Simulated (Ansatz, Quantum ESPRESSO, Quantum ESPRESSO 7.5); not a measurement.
**Conductance against width: vacuum gaps between two Mo(110) faces**

How fast does transmission decay with width? The series: vacuum gaps between two Mo(110) faces.

Method: plane-wave DFT, PBE, GBRV ultrasoft pseudopotentials (cross-check by Ansatz 0.2.0 with PAW datasets), in Quantum ESPRESSO 7.5.

**1. Set-up**

The cell holds 16 atoms: 16 Mo. Cell: a = 3.160 Å, b = 2.737 Å, c = 37.517 Å, α = 90.0°, β = 90.0°, γ = 54.7°. It derives from Mo. Regions: left lead, 8 atoms (8 Mo); right lead, 8 atoms (8 Mo). The structure is stacked, and the current runs, along c.

**2. Self-consistent run, 4 Å**

One periodic cell holds a lead period, the junction and more lead; the atoms stay as built.

The input, j0.scf.in:

```
&control
  prefix = 'j0.scf'
  outdir = './out'
  pseudo_dir = './pseudo'
  calculation = 'scf'
  tprnfor = .true.
/
&system
  ibrav = 0
  nat = 16
  ntyp = 1
  ecutwfc = 40
  ecutrho = 200
  occupations = 'smearing'
  smearing = 'mv'
  degauss = 0.01
/
&electrons
  conv_thr = 1e-07
  mixing_beta = 0.25
  electron_maxstep = 120
  mixing_mode = 'local-TF'
/
ATOMIC_SPECIES
  Mo  95.9500  mo_pbe_v1.uspp.F.UPF
CELL_PARAMETERS angstrom
  3.16000000000000 0.00000000000000 0.00000000000000
  1.58000000000000 2.23445742854949 0.00000000000000
  0.00000000000000 0.00000000000000 37.51686142824235
ATOMIC_POSITIONS crystal
  Mo  0.000000000000 0.000000000000 0.000000000000
  Mo  0.500000000000 0.000000000000 0.059558751545
  Mo  0.000000000000 0.000000000000 0.119117503090
  Mo  0.500000000000 0.000000000000 0.178676254635
  Mo  0.000000000000 0.000000000000 0.238235006180
  Mo  0.500000000000 0.000000000000 0.297793757725
  Mo  0.000000000000 0.000000000000 0.357352509269
  Mo  0.500000000000 0.000000000000 0.416911260814
  Mo  0.000000000000 0.000000000000 0.523529987641
  Mo  0.500000000000 0.000000000000 0.583088739186
  Mo  0.000000000000 0.000000000000 0.642647490731
  Mo  0.500000000000 0.000000000000 0.702206242275
  Mo  0.000000000000 0.000000000000 0.761764993820
  Mo  0.500000000000 0.000000000000 0.821323745365
  Mo  0.000000000000 0.000000000000 0.880882496910
  Mo  0.500000000000 0.000000000000 0.940441248455
K_POINTS automatic
  9 11 1 0 0 0
```

Launch:

```
> OMP_NUM_THREADS=1 mpirun -n 8 pw.x -nk 4 -in j0.scf.in > j0.scf.out
```

What it wrote:

```text
Program PWSCF v.7.5 starts
[citation notice left out]

     Parallel version (MPI & OpenMP), running on       8 processor cores
     Number of MPI processes:                 8
     Threads/MPI process:                     1

     MPI processes distributed on     1 nodes
[...]
Current dimensions of program PWSCF are:
     Max number of different atomic species (ntypx) = 10
     Max number of k-points (npk) =  40000
     Max angular momentum in pseudopotentials (lmaxx) =  4
     Message from routine setup:
     using ibrav=0 with symmetry is DISCOURAGED, use correct ibrav instead

     K-points division:     npool     =       4
     R & G space division:  proc/nbgrp/npool/nimage =       2
     Subspace diagonalization in iterative solution of the eigenvalue problem:
     a serial algorithm will be used

     Parallelization info
     --------------------
     sticks:   dense  smooth     PW     G-vecs:    dense   smooth      PW
     Min         199     160     57                42681    30502    6151
     Max         200     161     58                42720    30515    6162
     Sum         399     321    115                85401    61017   12313

     Using Slab Decomposition

     bravais-lattice index     =            0
     lattice parameter (alat)  =       5.9715  a.u.
     unit-cell volume          =    1787.6491 (a.u.)^3
     number of atoms/cell      =           16
     number of atomic types    =            1
     number of electrons       =       224.00
     number of Kohn-Sham states=          134
     kinetic-energy cutoff     =      40.0000  Ry
     charge density cutoff     =     200.0000  Ry
     scf convergence threshold =      1.0E-07
     mixing beta               =       0.2500
     number of iterations used =            8  local-TF  mixing
     Exchange-correlation= SLA  PW   PBE  PBE
                           (   1   4   3   4   0   0   0)

     celldm(1)=   5.971535  celldm(2)=   0.000000  celldm(3)=   0.000000
     celldm(4)=   0.000000  celldm(5)=   0.000000  celldm(6)=   0.000000

     crystal axes: (cart. coord. in units of alat)
               a(1) = (   1.000000   0.000000   0.000000 )
               a(2) = (   0.500000   0.707107   0.000000 )
               a(3) = (   0.000000   0.000000  11.872425 )

     reciprocal axes: (cart. coord. in units 2 pi/alat)
               b(1) = (  1.000000 -0.707107  0.000000 )
               b(2) = (  0.000000  1.414214  0.000000 )
               b(3) = (  0.000000  0.000000  0.084229 )

     PseudoPot. # 1 for Mo read from file:
     ./pseudo/mo_pbe_v1.uspp.F.UPF
     Pseudo is Ultrasoft + core correction, Zval = 14.0
     Generated by new atomic code, or converted to UPF format
     Using radial grid of  889 points,  6 beta functions with:
                l(1) =   0
                l(2) =   0
                l(3) =   1
                l(4) =   1
                l(5) =   2
                l(6) =   2
     Q(r) pseudized with  6 coefficients,  rinner =    1.000   1.000   1.000
                                                       1.000   1.000

     atomic species   valence    mass     pseudopotential
     Mo               14.00    95.95000     Mo( 1.00)

      4 Sym. Ops. (no inversion) found

   Cartesian axes

     site n.     atom                  positions (alat units)
         1        Mo     tau(   1) = (   0.0000000   0.0000000   0.0000000  )
         2        Mo     tau(   2) = (   0.5000000   0.0000000   0.7071068  )
         3        Mo     tau(   3) = (   0.0000000   0.0000000   1.4142136  )
         4        Mo     tau(   4) = (   0.5000000   0.0000000   2.1213203  )
         5        Mo     tau(   5) = (   0.0000000   0.0000000   2.8284271  )
         6        Mo     tau(   6) = (   0.5000000   0.0000000   3.5355339  )
         7        Mo     tau(   7) = (   0.0000000   0.0000000   4.2426407  )
         8        Mo     tau(   8) = (   0.5000000   0.0000000   4.9497475  )
         9        Mo     tau(   9) = (   0.0000000   0.0000000   6.2155703  )
        10        Mo     tau(  10) = (   0.5000000   0.0000000   6.9226770  )
        11        Mo     tau(  11) = (   0.0000000   0.0000000   7.6297838  )
        12        Mo     tau(  12) = (   0.5000000   0.0000000   8.3368906  )
        13        Mo     tau(  13) = (   0.0000000   0.0000000   9.0439974  )
        14        Mo     tau(  14) = (   0.5000000   0.0000000   9.7511042  )
        15        Mo     tau(  15) = (   0.0000000   0.0000000  10.4582109  )
        16        Mo     tau(  16) = (   0.5000000   0.0000000  11.1653177  )

     number of k points=    50  Marzari-Vanderbilt smearing, width (Ry)=  0.0100
                       cart. coord. in units 2pi/alat
        k(    1) = (   0.0000000   0.0000000   0.0000000), wk =   0.0202020
        k(    2) = (   0.0000000   0.1285649   0.0000000), wk =   0.0404040
        k(    3) = (   0.0000000   0.2571297   0.0000000), wk =   0.0404040
        k(    4) = (   0.0000000   0.3856946   0.0000000), wk =   0.0404040
        k(    5) = (   0.0000000   0.5142595   0.0000000), wk =   0.0404040
        k(    6) = (   0.0000000   0.6428243   0.0000000), wk =   0.0404040
        k(    7) = (   0.1111111  -0.0785674   0.0000000), wk =   0.0404040
        k(    8) = (   0.1111111   0.0499974   0.0000000), wk =   0.0404040
        k(    9) = (   0.1111111   0.1785623   0.0000000), wk =   0.0404040
        k(   10) = (   0.1111111   0.3071272   0.0000000), wk =   0.0404040
[...]
k(   50) = (   0.4444444  -0.4428345   0.0000000), wk =   0.0404040

     Dense  grid:    85401 G-vectors     FFT dimensions: (  27,  24, 320)

     Smooth grid:    61017 G-vectors     FFT dimensions: (  25,  24, 288)

     Estimated max dynamical RAM per process >     202.71 MB

     Estimated total dynamical RAM >       1.52 GB

     Check: negative core charge=   -0.000002

     Initial potential from superposition of free atoms

     starting charge     223.9830, renormalised to     224.0000
     Starting wfcs are  208 randomized atomic wfcs

     total cpu time spent up to now is        9.9 secs

     per-process dynamical memory:   176.1 Mb

     Self-consistent Calculation

     iteration #  1     ecut=    40.00 Ry     beta= 0.25
     Davidson diagonalization with overlap
     ethr =  1.00E-02,  avg # of iterations =  2.0

     total cpu time spent up to now is       28.5 secs

     total energy              =   -2229.39524828 Ry
     estimated scf accuracy    <      12.74002360 Ry

     iteration #  2     ecut=    40.00 Ry     beta= 0.25
[...]
18.4623  18.4689  18.5370  18.5513  18.5642  18.5766  18.5905  18.5945
    18.6042  18.6645  18.8112  18.8153  18.9427  18.9511  18.9544  18.9808
    19.1118  19.4128  19.4146  19.4838  19.7048  19.7977  20.1525  20.1634
    20.2268  20.2395  20.2962  20.4443  20.4741  20.6275  20.7292  20.7296
    20.8690  20.9175  21.0437  21.0837  21.1001  21.1280

          k = 0.0000 0.2571 0.0000 (  7543 PWs)   bands (ev):

   -41.2720 -41.2714 -41.2565 -41.2431 -41.2262 -41.2076 -41.1844 -41.1549
   -41.1282 -41.1078 -41.0872 -41.0663 -41.0512 -41.0448 -41.0413 -41.0343
   -15.8499 -15.8245 -15.7779 -15.7139 -15.6354 -15.5466 -15.4516 -15.3451
   -15.2488 -15.1989 -15.1940 -15.1748 -15.1668 -15.1466 -15.1120 -15.1048
   -15.0745 -15.0707 -15.0491 -15.0354 -15.0314 -15.0296 -14.9927 -14.9916
   -14.9803 -14.9301 -14.9287 -14.9284 -14.9201 -14.9173 -14.9139 -14.9093
   -14.9056 -14.8961 -14.8871 -14.8672 -14.8491 -14.8467 -14.8185 -14.8078
   -14.7765 -14.7661 -14.7561 -14.7481 -14.7443 -14.7113 -14.6670 -14.6352
    14.0739  14.1817  14.3449  14.5902  14.8408  15.1728  15.4319  15.5585
    15.6237  15.7072  15.7663  15.8454  15.9347  15.9754  16.1469  16.2532
    17.4940  17.5203  17.6155  17.6159  17.7604  17.8146  17.8480  17.9710
    18.0338  18.0410  18.0689  18.0723  18.1225  18.1284  18.2119  18.2309
    18.3165  18.4225  18.4339  18.4375  18.4407  18.4874  18.5463  18.5481
    18.5619  18.6499  18.6866  18.7030  18.7835  18.7887  18.7973  18.8516
    19.0570  19.2595  19.3739  19.5043  19.5373  19.5610  19.5946  19.7764
    19.8048  19.8283  19.8484  19.8818  19.9267  19.9823  20.0821  20.1086
    20.2024  20.2200  20.2500  20.2616  20.3222  20.4890

          k = 0.0000 0.3857 0.0000 (  7550 PWs)   bands (ev):

   -41.2026 -41.2022 -41.1870 -41.1752 -41.1600 -41.1431 -41.1216 -41.0943
   -41.0696 -41.0513 -41.0324 -41.0129 -40.9981 -40.9908 -40.9888 -40.9842
   -15.7347 -15.7135 -15.6741 -15.6210 -15.5582 -15.4937 -15.4467 -15.4391
   -15.4286 -15.4067 -15.4060 -15.3943 -15.3916 -15.3786 -15.3758 -15.3397
   -15.3343 -15.3144 -15.2851 -15.2491 -15.2111 -15.2105 -15.2099 -15.1790
   -15.1782 -15.1725 -15.1663 -15.1650 -15.1620 -15.1587 -15.1374 -15.1120
   -15.0759 -15.0599 -15.0151 -15.0012 -14.9729 -14.9326 -14.9185 -14.9003
   -14.8799 -14.8718 -14.8665 -14.8384 -14.7701 -14.7121 -14.6683 -14.6377
    14.9139  15.0191  15.1808  15.4116  15.6122  15.6469  15.6898  15.8090
    15.9291  15.9843  16.1406  16.1948  16.3218  16.3364  16.3475  16.3682
    16.3708  16.3964  16.4178  16.4401  16.5032  16.7535  17.0027  17.2855
    17.3615  17.4068  17.5152  17.6955  17.7071  17.7829  17.9477  18.0905
    18.2157  18.2543  18.4134  18.5041  18.6176  18.8540  18.9919  19.3662
    19.4787  19.4931  19.6071  19.6247  19.6548  19.6741  19.6847  19.7216
    19.7459  19.7854  19.7907  19.7947  19.8504  19.8995  20.0373  20.1977
    20.3442  20.3592  20.4723  20.4914  20.4920  20.5522  20.6419  20.6981
    20.9739  21.0558  21.0593  21.0721  21.1635  21.1703

          k = 0.0000 0.5143 0.0000 (  7610 PWs)   bands (ev):

   -41.1383 -41.1381 -41.1224 -41.1121 -41.0985 -41.0832 -41.0634 -41.0379
   -41.0154 -40.9990 -40.9818 -40.9637 -40.9496 -40.9407 -40.9390 -40.9373
   -15.7584 -15.7576 -15.7380 -15.7197 -15.6964 -15.6704 -15.6386 -15.6266
   -15.6109 -15.6030 -15.5804 -15.5719 -15.5501 -15.5476 -15.5376 -15.4662
   -15.4603 -15.4399 -15.4134 -15.4119 -15.4097 -15.4091 -15.4071 -15.3985
   -15.3820 -15.3724 -15.3317 -15.3258 -15.2852 -15.2529 -15.2306 -15.1768
   -15.1631 -15.1303 -15.0866 -15.0762 -15.0450 -15.0120 -14.9937 -14.9916
   -14.9831 -14.9764 -14.9096 -14.8310 -14.7655 -14.7104 -14.6690 -14.6400
    14.9774  15.0752  15.0882  15.1402  15.2312  15.2319  15.2732  15.3669
    15.3669  15.4437  15.5128  15.5438  15.6659  15.7062  15.7666  15.8995
    15.9044  16.0174  16.0820  16.0992  16.2712  16.3190  16.3438  16.6530
    16.9431  16.9551  17.0575  17.2482  17.3901  17.5181  17.7285  17.8504
    18.2592  18.2626  18.6124  18.7044  19.1831  19.2277  19.4682  19.7458
    19.8530  20.1306  20.1474  20.2858  20.3192  20.3428  20.5896  20.6057
    20.7343  20.8252  20.8712  20.8911  21.0996  21.2639  21.2864  21.3409
    21.4725  21.4860  21.5373  21.6484  21.6835  21.7938  21.9075  22.0212
    22.0834  22.1429  22.2099  22.5007  22.5490  22.5675

          k = 0.0000 0.6428 0.0000 (  7638 PWs)   bands (ev):

   -41.0998 -41.0996 -41.0836 -41.0742 -41.0616 -41.0474 -41.0285 -41.0042
   -40.9831 -40.9678 -40.9516 -40.9344 -40.9210 -40.9116 -40.9087 -40.9082
   -15.9501 -15.9480 -15.9285 -15.9041 -15.8735 -15.8394 -15.7981 -15.7526
   -15.7081 -15.6680 -15.6321 -15.5986 -15.5761 -15.5649 -15.5626 -15.5473
   -15.5414 -15.5401 -15.5340 -15.5301 -15.5133 -15.4984 -15.4825 -15.4483
   -15.4444 -15.4029 -15.3856 -15.3555 -15.3148 -15.2999 -15.2452 -15.2374
   -15.1977 -15.1532 -15.1469 -15.1109 -15.0775 -15.0615 -15.0570 -15.0482
   -15.0407 -14.9821 -14.9009 -14.8251 -14.7622 -14.7092 -14.6694 -14.6414
    14.6869  14.7061  14.7568  14.7754  14.7933  14.8577  14.8845  14.9392
    14.9995  15.0476  15.1404  15.1949  15.2492  15.3531  15.4274  15.4683
    15.5437  15.6405  15.6813  15.7787  15.9228  15.9438  16.1294  16.5804
    16.6875  16.8049  17.0004  17.0051  17.2782  17.5599  17.6205  18.0400
    18.0450  18.5094  18.7014  19.0645  19.2172  19.6224  19.9677  20.1840
    20.2291  20.2702  20.3823  20.3969  20.4667  20.6444  20.8101  20.8836
    20.9855  21.1483  21.2136  21.3651  21.4417  21.5868  21.6418  21.7504
    21.9362  22.1932  22.2871  22.8043  22.8343  22.9245  23.2170  23.2958
    23.3549  23.5372  23.5693  23.5724  23.7209  23.7426

[...]
the Fermi energy is    19.9305 ev

!    total energy              =   -2229.26525128 Ry
     estimated scf accuracy    <       0.00000008 Ry
     smearing contrib. (-TS)   =      -0.00024999 Ry
     internal energy E=F+TS    =   -2229.26500129 Ry

     The total energy is F=E-TS. E is the sum of the following terms:
     one-electron contribution =    -982.95472190 Ry
     hartree contribution      =     620.12515672 Ry
     xc contribution           =    -309.35953675 Ry
     ewald contribution        =   -1557.07589935 Ry

     convergence has been achieved in  13 iterations

     negative rho (up, down):  3.381E-05 0.000E+00

     Forces acting on atoms (cartesian axes, Ry/au):

     atom    1 type  1   force =     0.00000000    0.00000000   -0.00022668
     atom    2 type  1   force =     0.00000000    0.00000000    0.00024567
     atom    3 type  1   force =     0.00000000    0.00000000   -0.00029037
     atom    4 type  1   force =     0.00000000    0.00000000   -0.00040910
     atom    5 type  1   force =     0.00000000    0.00000000    0.00036918
     atom    6 type  1   force =     0.00000000    0.00000000    0.00065613
     atom    7 type  1   force =     0.00000000    0.00000000    0.02024048
     atom    8 type  1   force =     0.00000000    0.00000000    0.00377825
     atom    9 type  1   force =     0.00000000    0.00000000   -0.00378729
     atom   10 type  1   force =     0.00000000    0.00000000   -0.02024497
     atom   11 type  1   force =     0.00000000    0.00000000   -0.00065934
     atom   12 type  1   force =     0.00000000    0.00000000   -0.00036688
     atom   13 type  1   force =     0.00000000    0.00000000    0.00041304
     atom   14 type  1   force =     0.00000000    0.00000000    0.00029356
     atom   15 type  1   force =     0.00000000    0.00000000   -0.00024203
     atom   16 type  1   force =     0.00000000    0.00000000    0.00023037

     Total force =     0.029155     Total SCF correction =     0.001105

[...]
=------------------------------------------------------------------------------=
   JOB DONE.
=------------------------------------------------------------------------------=
```

Elapsed: 4.4 min, on 8 MPI ranks of Arm Neoverse V2, shared host; peak memory 1.9 GiB; 35 min of CPU time.

Numbers from this step:

- free energy: -30330.6989 eV
- Fermi energy: 19.93 eV

The run needed 13 iterations to bring the estimated error under 1e-07 Ry; the largest force on any atom, held or free, is 0.52 eV/Å.

(Part 1 of 5 ends here.)

[Logs are printed without paths, hosts, clocks, repeated set-up lines and the standing remarks that a program may print on its own settings, such as how far it seeks lower states.]

[Hosts, paths, dates, database ids (printed as entryN), source tags and the programs' standing remarks are cut or masked in the printed files.]

[Maps of the electrostatic potential energy from Ansatz leave out the sawtooth potential of an applied field or a dipole correction, so their vacuum need not be flat; planar profiles and work functions include it.]
